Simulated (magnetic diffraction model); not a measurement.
## Magnetic neutron pattern of BaNi2S4

Space group P-1 (no. 2), a = 7.1850 Å, b = 7.5150 Å, c = 7.5929 Å, α = 117.91°, β = 116.78°, γ = 90.31°.

| site | atom | x | y | z |
| --- | --- | --- | --- | --- |
| 2i | Ba | 0.1254 | 0.3767 | 0.2588 |
| 1e | Ni | 1/2 | 1/2 | 0 |
| 1f | Ni | 1/2 | 0 | 1/2 |
| 1d | Ni | 1/2 | 0 | 0 |
| 1b | Ni | 0 | 0 | 1/2 |
| 2i | S | 0.2706 | 0.2251 | 0.9672 |
| 2i | S | 0.7375 | 0.1923 | 0.4582 |
| 2i | S | 0.2678 | 0.2308 | 0.5302 |
| 2i | S | 0.6950 | 0.2250 | 0.9591 |

This is a made-up structure (elements placed in a structure type, unrelaxed), so the numbers test the method and describe no known phase.

Only Ni is taken to order (form factors of Ni3+); orders and moment sizes are assumed, and not adapted to the symmetry. Radiation: neutrons of λ = 1.594 Å, 5° to 30°; isotropic B of 0.59 Å² (Ba), 0.73 Å² (Ni) and 0.8 Å² (S). The intensities are simulated: I ∝ L Σ (|F_N|² + |F_M⊥|²) for unpolarised neutrons, with F_M = 2.695 fm/μB × Σ f(s) S exp(2πi Q·r) exp(−B s²) at Q = H ± k (one set where k and −k are equivalent), only the part normal to Q counting and L = 1/(sin²θ cos θ). For collinear order S is the moment m, which repeats by lattice and centring translations R with the sign exp(−2πi k·R). Form factors are spin-only for 3d ions and dipole or tabulated for f ions, scattering lengths are Sears's of 1992, and absorption is left out. A label names one of the reflections at its angle. The strongest nuclear line in the range is 100, and lines under 0.2 are left out.

Assume the order k = (1/2 1/2 0), collinear moments along [010], 0.94 μB on Ni; signs + at (1/2, 1/2, 0), − at (1/2, 0, 1/2), + at (1/2, 0, 0), − at (0, 0, 1/2).

Q: Where does magnetic intensity appear, and how strong is it?

```csv
2θ (°),index,nuclear,magnetic
11.64,(1/2 1/2 0),0.0,8.5
12.12,(1/2 1/2 -1),0.0,8.0
14.34,(0 1 0),100.0,0.0
14.77,(0 1 -1),78.5,0.0
14.85,(1 0 0),86.7,0.0
15.21,(1 0 -1),87.4,0.0
18.17,(-1/2 1/2 1),0.0,7.9
18.22,(1/2 -1/2 1),0.0,7.9
19.45,(1/2 3/2 -1),0.0,0.9
20.16,(3/2 1/2 -1),0.0,6.4
20.80,(1/2 -3/2 0),0.0,0.7
21.12,(1/2 -3/2 1),0.0,0.8
21.51,(3/2 -1/2 0),0.0,2.8
21.74,(-3/2 1/2 1),0.0,2.8
23.40,(1 1 0),15.5,0.0
23.78,(-1 1 1),15.6,0.0
23.85,(1 -1 1),14.3,0.0
24.39,(1 1 -2),13.1,0.0
24.50,(0 2 -1),13.7,0.0
25.23,(1/2 1/2 1),0.0,2.0
25.64,(2 0 -1),12.6,0.0
25.93,(1/2 1/2 -2),0.0,1.9
26.60,(0 1 1),62.1,0.0
26.92,(1 0 1),67.7,0.0
27.31,(0 1 -2),56.7,0.0
27.53,(1 0 -2),60.9,0.0
27.59,(3/2 3/2 -1),0.0,0.9
28.23,(3/2 3/2 -2),0.0,0.9
28.62,(1 2 -1),57.5,0.0
28.67,(1 -2 0),56.0,0.0
28.91,(0 2 0),34.0,0.0
28.93,(1 -2 1),50.5,0.0
29.26,(1 2 -2),52.8,0.0
29.38,(2 1 -1),55.4,0.0
29.46,(2 -1 0),48.3,0.0
29.62,(-2 1 1),52.7,0.0
29.79,(0 2 -2),31.7,0.0
29.95,(2 0 0),29.6,0.0
29.97,(2 1 -2),56.7,0.0
```

The strongest magnetic line in the range is (1/2 1/2 0) at 11.64° (8.5). On top of the Lorentz factor, which all lines share, magnetic lines fade with angle because f falls: for Ni3+ it is 0.94, 0.79, 0.59 and 0.26 at sin θ/λ = 0.1, 0.2, 0.3 and 0.5 Å⁻¹, while nuclear lengths stay constant. The order has no net moment.

[Logs are printed without paths, hosts, clocks, repeated set-up lines and the standing remarks that a program may print on its own settings, such as how far it seeks lower states.]
